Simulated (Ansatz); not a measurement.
## Sn2Pt (Fm-3m): from the cell to its phonons

Aim: the phonons of Sn2Pt (Fm-3m) at a cell relaxed beforehand at this level. After the zone centre comes a 4×4×4 q mesh on a 12×12×12 k mesh.

Calculated with Ansatz 0.2.0; DFT PBEsol, scalar-relativistic, plane waves, PAW; PAW set soft_1.

The database entry behind the starting cell differs from later determinations by our own check (0.1 to 0.3 % short, probably kX units), so it need not match the best structure at ambient conditions.

## Step 1: The starting structure

The structure is cubic, space group Fm-3m (No. 225). The conventional cell has a = 6.454 Å, b = 6.454 Å, c = 6.454 Å, α = 90.00°, β = 90.00°, γ = 90.00°. Sn has 4 Pt at 2.79 Å nearest. Pt has 8 Sn at 2.79 Å nearest. Farther neighbours are not listed.

## Step 2: Zone-centre response

The cell comes from relaxations at this level that are not shown. The zone centre comes first: it holds the modes that light can see, as far as symmetry allows. No field response is asked, since the mesh shows no gap.

Input file input.yaml:

```yaml
crystal:
  lattice:
    - [0.0, 3.2270767534, 3.2270767534]
    - [3.2270767534, 0.0, 3.2270767534]
    - [3.2270767534, 3.2270767534, 0.0]
  atoms:
    - { symbol: Sn, position: [0.25, 0.25, 0.25] }
    - { symbol: Sn, position: [0.75, 0.75, 0.75] }
    - { symbol: Pt, position: [0.0, 0.0, 0.0] }
kpoints:
  mp_grid: { grid: [12, 12, 12] }
hamiltonian:
  xc: pbesol
  pseudopotentials: { kind: paw, azcp: { folder: soft_1 }, xc_functional: pbe }
scf:
  occupations: { method: methfessel_paxton, width: 0.2 }
output:
  eigenvalues: true
phonons:
  method: dfpt
```

Run with:

```sh
> ansatz run input.yaml --threads 4 --pin off --max-ram 10240MiB --backend cpu --events-out ev --progress --plain --runs-dir out
```

Numbers of over 12 decimals in the logs are rounded to 6 here.

The log of the run:

```text
zone centre: on kpoints.mp_grid the ground state, and the responses unless they are solved on pairs of k-points, stand on 163 of the mesh's 1728 k-points, reduced under 8 symmetry operations, with k and −k counted as one. Each operation leaves every solved displacement unchanged or reverses it
Engine: ansatz 0.2.0, x86_64-unknown-linux-gnu
Pseudopotentials: kind: paw
Pseudopotential: Sn, paw, valence charge 14, recommended cutoff 420 eV (normal), soft_1/Sn.paw.azcp
Pseudopotential: Pt, paw, valence charge 18, recommended cutoff 420 eV (normal), soft_1/Pt.paw.azcp
Functional definition: PBEsol
  exchange = pbesol_x
  correlation = pbesol_c
Crystal: 3 atoms, lattice volume = 67.214 Å³
Basis set: ecut = 420 eV, 1363 PW (Γ), exchange–correlation on 64×64×64 points (8 copies of the dense FFT grid, shifted against one another)
Bands: 28, of which v1, the nominal top of the filled ones, is band 23 counted from 1 (22 counted from 0)
Symmetry: 48 space group operations
k-points: 163 of 1728 (irreducible under 8 space group operations, time reversal used)
Non-local potential: Sn, projectors of the file, l = 0: 2, l = 1: 2, l = 2: 2, l = 3: 1
Non-local potential: Pt, projectors of the file, l = 0: 3, l = 1: 2, l = 2: 2, l = 3: 1
PAW form: soft (Blöchl's): semilocal exchange-correlation on the pseudo side does not see the compensation charge
PAW frozen core: Sn, regenerated for the run's functional, and the local potential with it (the file was generated under x = pbe(κ = 0.804, μ = 0.219515), c = pbe(β = 0.066725))
PAW frozen core: Pt, regenerated for the run's functional, and the local potential with it (the file was generated under x = pbe(κ = 0.804, μ = 0.219515), c = pbe(β = 0.066725))
PAW one-centre angular grid: Sn, 590 points (default); XC on 64 Gauss nodes
PAW one-centre angular grid: Pt, 590 points (default); XC on 64 Gauss nodes
Initial density: superposition of atomic densities (chi_scale 0.1, normalization cell, long waves kept (reshape's long-wave potential 0.00 eV rms))
Initial wavefunctions: pseudopotential atomic-orbital guess
Functional: x = pbesol(κ = 0.804, μ = 0.123457), c = pbesol(β = 0.046)
SCF iter   1: F=—  HF=-24287.838651 eV  |F-HF|=—  |Δ(HF+E_count)|=         —  Δρ=8.99e-2  dr2=7.44e0  ethr=3.10e-3  ⟨swp⟩=5.8  Hψ=18970  notcnv=0
preconditioner: auto → Kerker (q_TF=auto, 2.561 Å⁻¹)  [metal: Δε(μ)=0.037 eV  Ē_g=17.068 eV  σ=0.200 eV  W_gap=0.16  n_scr=14 (ndim 8)  ℏωp=27.9 eV  f_vac=0.008  D(μ)=1.51/eV (n_scr^D=14)]
SCF iter   2: F=—  HF=-24286.764367 eV  |F-HF|=—  |Δ(HF+E_count)|=    1.07e0  S|Δr|=    0.00e0  Δρ=4.15e-2  dr2=1.61e0  ethr=3.10e-3  ⟨swp⟩=2.0  Hψ=7596  notcnv=0  defer=27
SCF iter   3: F=—  HF=-24286.481615 eV  |F-HF|=—  |Δ(HF+E_count)|=   2.83e-1  S|Δr|=    0.00e0  Δρ=7.00e-3  dr2=4.07e-2  ethr=3.10e-3  ⟨swp⟩=2.0  Hψ=6291  notcnv=0  defer=27
SCF iter   4: F=—  HF=-24286.477890 eV  |F-HF|=—  |Δ(HF+E_count)|=   3.73e-3  S|Δr|=    0.00e0  Δρ=1.58e-3  dr2=3.10e-3  ethr=8.84e-5  ⟨swp⟩=1.6  Hψ=6194  notcnv=0  defer=30
SCF iter   5: F=—  HF=-24286.478167 eV  |F-HF|=—  |Δ(HF+E_count)|=   2.78e-4  S|Δr|=    0.00e0  Δρ=6.54e-4  dr2=7.46e-4  ethr=6.74e-6  ⟨swp⟩=2.0  Hψ=5556  notcnv=0  defer=30
SCF iter   6: F=—  HF=-24286.478420 eV  |F-HF|=—  |Δ(HF+E_count)|=   2.52e-4  S|Δr|=    0.00e0  Δρ=2.56e-4  dr2=8.04e-5  ethr=1.62e-6  ⟨swp⟩=2.5  Hψ=7541  notcnv=0  defer=30
SCF iter   7: F=—  HF=-24286.478439 eV  |F-HF|=—  |Δ(HF+E_count)|=   1.96e-5  S|Δr|=    0.00e0  Δρ=9.32e-5  dr2=1.48e-5  ethr=1.75e-7  ⟨swp⟩=2.0  Hψ=7289  notcnv=0  defer=30
SCF iter   8: F=—  HF=-24286.478438 eV  |F-HF|=—  |Δ(HF+E_count)|=   1.33e-6  S|Δr|=    0.00e0  Δρ=2.11e-5  dr2=5.86e-7  ethr=3.22e-8  ⟨swp⟩=2.0  Hψ=5999  notcnv=0  defer=30
SCF iter   9: F=—  HF=-24286.478439 eV  |F-HF|=—  |Δ(HF+E_count)|=   1.45e-6  S|Δr|=    0.00e0  Δρ=3.84e-6  dr2=8.00e-9  ethr=1.27e-9  ⟨swp⟩=2.0  Hψ=5982  notcnv=0  defer=30
SCF iter  10: F=—  HF=-24286.478439 eV  |F-HF|=—  |Δ(HF+E_count)|=   3.24e-9  S|Δr|=    0.00e0  Δρ=6.40e-7  dr2=2.47e-10  ethr=1.74e-11  ⟨swp⟩=2.8  Hψ=8127  notcnv=0  defer=30
SCF iter  11: F=-24286.478439 eV  HF=-24286.478439 eV  |F-HF|=1.82e-11  |Δ(HF+E_count)|=  9.46e-11  S|Δr|=    0.00e0  Δρ=1.44e-7  dr2=7.84e-12  ethr=1.00e-12  ⟨swp⟩=6.2  Hψ=24588  notcnv=0
SCF 1 converged in 11 iterations: F = -24286.478439 eV  dr2 = 7.84e-12
  greatest PAW one-centre occupation: 1.000 electrons in one spin orbital (limit 2), on the Pt atom at site 2 (counted from 0), in its partial waves of l = 0
DFPT response loops at Γ: preconditioner auto → Kerker (q_TF=auto, 2.561 Å⁻¹) (partly filled bands, converged f_vac=0.042); β = 1.00, the filter's whole step (`scf.mixing.beta` (0.50) is not read by the response loops under this deck's `scf.mixing.preconditioner`; to damp them name `kerker` or `kerker_dos`, under which they read `scf.mixing.beta`, and type it under 1.00, their step now; both keys bind the ground state too); Broyden in place of MSR1
SCF converged after 11 iterations
Stability not checked: this state was not tested for a lower state beside it, because cold or Methfessel-Paxton smearing, or corrected tetrahedra, fill the levels in a way that the test cannot read (fill_not_monotonic; see scf.lower_state_search)
Free energy (F): -24286.478439 eV
Harris-Foulkes:  -24286.478439 eV  (|F-HF|=1.82e-11)
Internal energy: -24286.477537 eV  (E = F + TS)
E sigma→0 (E₀):  -24286.478214 eV
Entropy (-TS):   -0.000902 eV (-0.301 meV/atom)
Fermi energy:    14.257541 eV
--- Per-component energies (eV) ---
  E_band       = -378.299911
  E_kinetic    = 936.092196
  E_local      = -4113.619602  (includes V_loc(G=0)·N_el)
  E_nonlocal   = 500.726805
  E_hartree    = 1851.037931
  E_xc         = -482.068525
  E_vxc        = -433.982819  (∫ρ·V_xc dr)
  E_paw        = -17939.204376  (= ΣΔE_a)
  E_vpaw       = -969.594178  (= ΣTr[D̂ρ^β])
  E_aug_tail   = 0.001745  (compensation charges beyond the density's cutoff)
  E_ewald      = -5040.300421
  E_core_change = 0.856710  (= ΣΔE_core)
  E_smearing   = -0.000902  (= −TS)
  E_closure    = 0.000000  (closes the sum)
  Σ components = -24286.478439   (vs F -24286.478439, Δ=0.00e0)
--- Band table (eV; the first three rows and the last of 163) ---
  k-point 0: bands = [... 19 lower, 10.6765, 11.2881, 16.6385, 16.6385, 16.6385, 16.9640, 16.9640, 16.9640, ... 1 higher]
  k-point 1: bands = [... 19 lower, 10.6570, 11.5766, 15.3596, 16.1334, 16.1334, 17.2494, 17.2494, 17.2728, ... 1 higher]
  k-point 2: bands = [... 19 lower, 10.6126, 12.0706, 14.0203, 15.4538, 15.4538, 16.9299, 17.2990, 17.2990, ... 1 higher]
  k-point 162: bands = [... 19 lower, 10.6002, 10.6002, 10.7924, 12.0571, 16.3952, 16.3952, 18.5237, 19.2631, ... 1 higher]
--- Phonons (Γ-DFPT): 2 representative perturbations + reference, on 163 of 1728 k-points (Σ response iterations 6) ---
  k mesh reduced under 8 symmetry operations, with k and −k counted as one. Each operation leaves every solved displacement unchanged or reverses it
  ASR residual: 1.609e-4 → 0.000e0 eV/Å²; symmetrization residual: 2.669e-6 eV/Å²
  ASR residual per site (eV/Å²): 1.60e-5 1.60e-5 1.61e-4
  Γ frequencies (cm⁻¹): 0.00 0.00 0.00 130.77 130.77 130.77 139.08 139.08 139.08
  non-analytic LO–TO correction: not included (Born effective charges unavailable; polar crystals: no LO–TO splitting at Γ)
```

The job ended after 20 s (4 threads of Intel Xeon Platinum 8488C (Sapphire Rapids), shared host; peak memory 1.3 GiB).

This step gave:

```yaml
volume_per_atom: 22.40 Å³
gap_on_the_k_mesh: 0 eV
sum_rule_residual_before_enforcement: 1.61e-4 eV/Å²
point_group: m-3m
highest_optical_mode_at_the_zone_centre_no_lo_to_term: 139.1 cm⁻¹
lowest_optical_zone_centre_mode: 130.8 cm⁻¹
```

Patterns of degenerate modes are one choice out of their space. Modes at Γ, with each element's share of the kinetic energy:

| mode | frequency (cm⁻¹) | symmetry | Sn % | Pt % |
| --- | --- | --- | --- | --- |
| 1 | 0.0 | acoustic | 55 | 45 |
| 2 | 0.0 | acoustic | 55 | 45 |
| 3 | 0.0 | acoustic | 55 | 45 |
| 4 | 130.8 | T1u | 45 | 55 |
| 5 | 130.8 | T1u | 45 | 55 |
| 6 | 130.8 | T1u | 45 | 55 |
| 7 | 139.1 | T2g | 100 | 0 |
| 8 | 139.1 | T2g | 100 | 0 |
| 9 | 139.1 | T2g | 100 | 0 |

Displacements in mode 5 (130.8 cm⁻¹), the largest set to 1:
```
Sn1  0.29 -0.48 -0.82
Sn2  0.29 -0.48 -0.82
Pt3 -0.35  0.59  1.00
```

Displacements in mode 8 (139.1 cm⁻¹), the largest set to 1:
```
Sn1  0.04 -0.31 -1.00
Sn2 -0.04  0.31  1.00
Pt3  0.00  0.00  0.00
```

Before it was imposed, the acoustic sum rule was missed by 1.6e-4 eV/Å². Small misses are needed for a sound result but don't prove that mesh and cutoff are converged. The lowest optical mode is real, 131 cm⁻¹.

(Continued in part 2 of 2.)

[Logs are printed without paths, hosts, clocks, repeated set-up lines and the standing remarks that a program may print on its own settings, such as how far it seeks lower states.]

[Hosts, paths, dates, database ids (printed as entryN), source tags and the programs' standing remarks are cut or masked in the printed files.]
